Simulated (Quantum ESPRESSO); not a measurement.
# E(M) of CoO, part 2 of 2

Wanted: E(M) for CoO from a parallel start.

Quantum ESPRESSO 7.5; PBEsol with U = 2.1 eV on Co d (ortho-atomic projectors); plane waves with GBRV 1.5 PBEsol potentials, no spin-orbit coupling.

So far, magnetization (μB): step 2 (No moment imposed) 3.00; step 4 (Kohn–Sham states 21, tot magnetization 0.674, fixed moment …) 0.674; step 5 (Kohn–Sham states 21, tot magnetization 1.349, fixed moment …) 1.35.

## (6) What a mistake does

As a test, an input with a fault in it is run.

The input, pw.in:

```
&CONTROL
  calculation = 'scf'
  prefix = 'pwscf'
  outdir = './tmp'
  pseudo_dir = './pseudo'
  disk_io = 'nowf'
/
&SYSTEM
  ibrav = 0
  nat = 2
  ntyp = 2
  input_dft = 'pbe96x'
  ecutwfc = 40
  ecutrho = 280
  nbnd = 20
  occupations = 'smearing'
  smearing = 'fd'
  degauss = 0.00367493
  nspin = 2
  starting_magnetization(1) = 0.1765
  starting_magnetization(2) = 0
/
&ELECTRONS
  conv_thr = 4d-09
  electron_maxstep = 60
  mixing_beta = 0.3
/
ATOMIC_SPECIES
Co     58.9332 co_pbesol_v1.2.uspp.F.UPF
O      15.9990 o_pbesol_v1.2.uspp.F.UPF
CELL_PARAMETERS angstrom
   0.0000000000    2.1315000000    2.1315000000
   2.1315000000    0.0000000000    2.1315000000
   2.1315000000    2.1315000000    0.0000000000
ATOMIC_POSITIONS crystal
Co      0.0000000000    0.0000000000    0.0000000000
O       0.5000000000    0.5000000000    0.5000000000
K_POINTS automatic
8 8 8 0 0 0
HUBBARD {ortho-atomic}
U Co-3d 2.1000
```

Command:

```bash
$ OMP_NUM_THREADS=1 mpirun -n 2 pw.x -nk 2 -in pw.in > pw.out
```

Output:

```text
[banner, memory and clock lines left out]
Program PWSCF v.7.5 starts

     IMPORTANT: XC functional enforced from input :
     Exchange-correlation= PBE96X
                           (   0   0   3   4   0   0   0)
     Any further DFT definition will be discarded
     Please, verify this is what you really want

     Message from routine setup:
     using ibrav=0 with symmetry is DISCOURAGED, use correct ibrav instead

     bravais-lattice index     =            0
     lattice parameter (alat)  =       5.6964  a.u.
     unit-cell volume          =     130.7021 (a.u.)^3
     number of atoms/cell      =            2
     number of atomic types    =            2
     number of electrons       =        23.00
     number of Kohn-Sham states=           20
     kinetic-energy cutoff     =      40.0000  Ry
     charge density cutoff     =     280.0000  Ry
     scf convergence threshold =      4.0E-09
     mixing beta               =       0.3000
     number of iterations used =            8  plain     mixing
     Exchange-correlation= PBE96X
                           (   0   0   3   4   0   0   0)
     Hubbard projectors: ortho-atomic
     Hubbard parameters of DFT+U (Dudarev formulation) in eV:
     U(Co-3d) =  2.1000

     Internal variables: lda_plus_u =T, lda_plus_u_kind = 0

     Internal variables: orbital_resolved =F, hub_pot_fix =F, apply_U = F

     [... lines left out ...]
     PseudoPot. # 1 for Co read from file:
     co_pbesol_v1.2.uspp.F.UPF
     Pseudo is Ultrasoft + core correction, Zval = 17.0

     PseudoPot. # 2 for O  read from file:
     o_pbesol_v1.2.uspp.F.UPF
     Pseudo is Ultrasoft + core correction, Zval =  6.0

     atomic species   valence    mass     pseudopotential
     Co               17.00    58.93320     Co( 1.00)
     O                 6.00    15.99900     O ( 1.00)

     Starting magnetic structure
     atomic species   magnetization
     Co              0.176
     O               0.000

     48 Sym. Ops., with inversion, found

   Cartesian axes

     site n.     atom                  positions (alat units)
         1        Co     tau(   1) = (   0.0000000   0.0000000   0.0000000  )
         2        O      tau(   2) = (   0.7071068   0.7071068   0.7071068  )

     number of k points=    29  Fermi-Dirac smearing, width (Ry)=  0.0037

     Dense  grid:    10417 G-vectors     FFT dimensions: (  32,  32,  32)

     Smooth grid:     4477 G-vectors     FFT dimensions: (  24,  24,  24)

     Check: negative core charge=   -0.000039
     Generating pointlists ...
     new r_m :   0.2917 (alat units)  1.6615 (a.u.) for type    1
     new r_m :   0.2917 (alat units)  1.6615 (a.u.) for type    2

     Initial potential from superposition of free atoms

     starting charge      22.0000, renormalised to      23.0000

     STARTING HUBBARD OCCUPATIONS:

     =================== HUBBARD OCCUPATIONS ===================
     ------------------------ ATOM    1 ------------------------
     Tr[ns(  1)] (up, down, total) =   5.00000  2.00000  7.00000
     Atomic magnetic moment for atom   1 =   3.00000
     [... lines left out ...]
     Number of occupied Hubbard levels =    7.0000

     Atomic wfc used for Hubbard projectors are orthogonalized

     Starting wfcs are   17 randomized atomic wfcs +    3 random wfcs

     Self-consistent Calculation

     iteration #  1     ecut=    40.00 Ry     beta= 0.30
     Davidson diagonalization with overlap
     ethr =  1.00E-02,  avg # of iterations =  6.1

     =================== HUBBARD OCCUPATIONS ===================
     ------------------------ ATOM    1 ------------------------
     Tr[ns(  1)] (up, down, total) =   0.94130  0.74394  1.68524
     Atomic magnetic moment for atom   1 =   0.19736
     [... lines left out ...]
     Number of occupied Hubbard levels =    1.6852

     total energy              =    -285.82517168 Ry
     estimated scf accuracy    <      31.61051947 Ry

     total magnetization       =     0.24 Bohr mag/cell
     absolute magnetization    =     0.25 Bohr mag/cell

     [... further iterations left out ...]

     iteration # 16     ecut=    40.00 Ry     beta= 0.30
     Davidson diagonalization with overlap
     ethr =  9.10E-11,  avg # of iterations =  1.9

     Magnetic moment per site  (integrated on atomic sphere of radius R)
     atom   1 (R=0.292)  charge= 13.9944  magn=  0.0001
     atom   2 (R=0.292)  charge=  5.3184  magn=  0.0000

     End of self-consistent calculation

     =================== HUBBARD OCCUPATIONS ===================
     ------------------------ ATOM    1 ------------------------
     Tr[ns(  1)] (up, down, total) =   3.52400  3.52390  7.04789
     Atomic magnetic moment for atom   1 =   0.00010
     [... lines left out ...]
     Number of occupied Hubbard levels =    7.0479

     [... lines left out ...]
     the Fermi energy is    30.6442 ev

!    total energy              =    -292.71867573 Ry
     estimated scf accuracy    <          6.9E-10 Ry
     smearing contrib. (-TS)   =      -0.00108506 Ry
     internal energy E=F+TS    =    -292.71759068 Ry

     The total energy is F=E-TS. E is the sum of the following terms:
     one-electron contribution =    -166.62473352 Ry
     hartree contribution      =      86.80428104 Ry
     xc contribution           =      -0.43762706 Ry
     ewald contribution        =    -212.56286172 Ry
     Hubbard energy            =       0.10335059 Ry

     total magnetization       =     0.00 Bohr mag/cell
     absolute magnetization    =     0.00 Bohr mag/cell

     convergence has been achieved in  16 iterations
```

Elapsed: 10 s, on 2 MPI ranks of Arm Neoverse V1, shared host; peak memory 0.15 GiB; 21 s of CPU time.

The run converged, but its input is faulty, so its numbers are not to be trusted.

The fault in the input: a mistyped functional, which the program reads as gradient terms without local exchange and correlation.

The two runs compared:

| quantity | this run | same start on sound input | difference |
| --- | --- | --- | --- |
| largest moment (μB) | 9.254e-5 | 2.5898 | -2.59 |
| magnetization (μB) | 0 | 2.998 | -3.00 |
| absolute magnetization (μB) | 0 | 3.025 | -3.02 |

One result that differs is the largest moment, 9.3e-5 μB against 2.59 μB.

## (7) The curve

The runs not shown differ in the target, the start and the number of states alone. The point at 3.00 μB is the free run, entered with slope zero.

The energy over the lowest by total spin moment:

| total spin moment (μB a cell) | energy over the lowest (meV a cell) |
| --- | --- |
| 0.00 | 653 |
| 0.67 | 448 |
| 1.35 | 247 |
| 2.02 | 150 |
| 2.70 | 35.9 |
| 3.00 | 0 |
| 3.37 | 733 |
| 4.05 | 2729 |

The dE/dM by total spin moment:

| total spin moment (μB a cell) | dE/dM (meV/μB) |
| --- | --- |
| 0.00 | -0.00425 |
| 0.67 | -551 |
| 1.35 | -91.0 |
| 2.02 | -141 |
| 2.70 | -173 |
| 3.00 | 0 |
| 3.37 | 2525 |
| 4.05 | 3340 |

The largest site moment by total spin moment:

| total spin moment (μB a cell) | largest site moment (μB) |
| --- | --- |
| 0.00 | 1.8e-5 |
| 0.67 | 0.734 |
| 1.35 | 1.38 |
| 2.02 | 1.93 |
| 2.70 | 2.41 |
| 3.00 | 2.59 |
| 3.37 | 2.73 |
| 4.05 | 2.99 |

## (8) Summary of results

| Quantity | Value |
| --- | --- |
| moment of the free run | 3.00 μB a cell |
| energy at zero total moment | 653 meV a cell over the lowest |

At zero total moment the site moments vanish, so the 653 meV a cell is the energy of forming them, the change of the Hubbard energy included. The points show one minimum alone. The free run has a whole-number moment, and the slope goes from -173 to 2525 meV/μB between its neighbours: a kink, as where a spin channel has a gap, so no stiffness is given. The cell holds one seeded atom, so opposed orders, which may lie lower, cannot form in it. The smearing term is large for its width, so states at the Fermi level are partly filled: at this level the cell is a metal or has a gap of a few widths at most. Degenerate orbitals of a corrected shell are partly filled. Whether a state of lower symmetry lies under this one was not tested; under a U it often does.

[Logs and program files are shortened in this print: banners, set-up blocks, solver, clock and traceback lines can be left out without a mark of their own.]

[Logs are printed without paths, hosts, clocks, repeated set-up lines and the standing remarks that a program may print on its own settings, such as how far it seeks lower states.]

[Hosts, paths, dates, database ids (printed as entryN), source tags and the programs' standing remarks are cut or masked in the printed files.]

[Where a cell is said to come from a database of computed structures, the database is the Materials Project.]
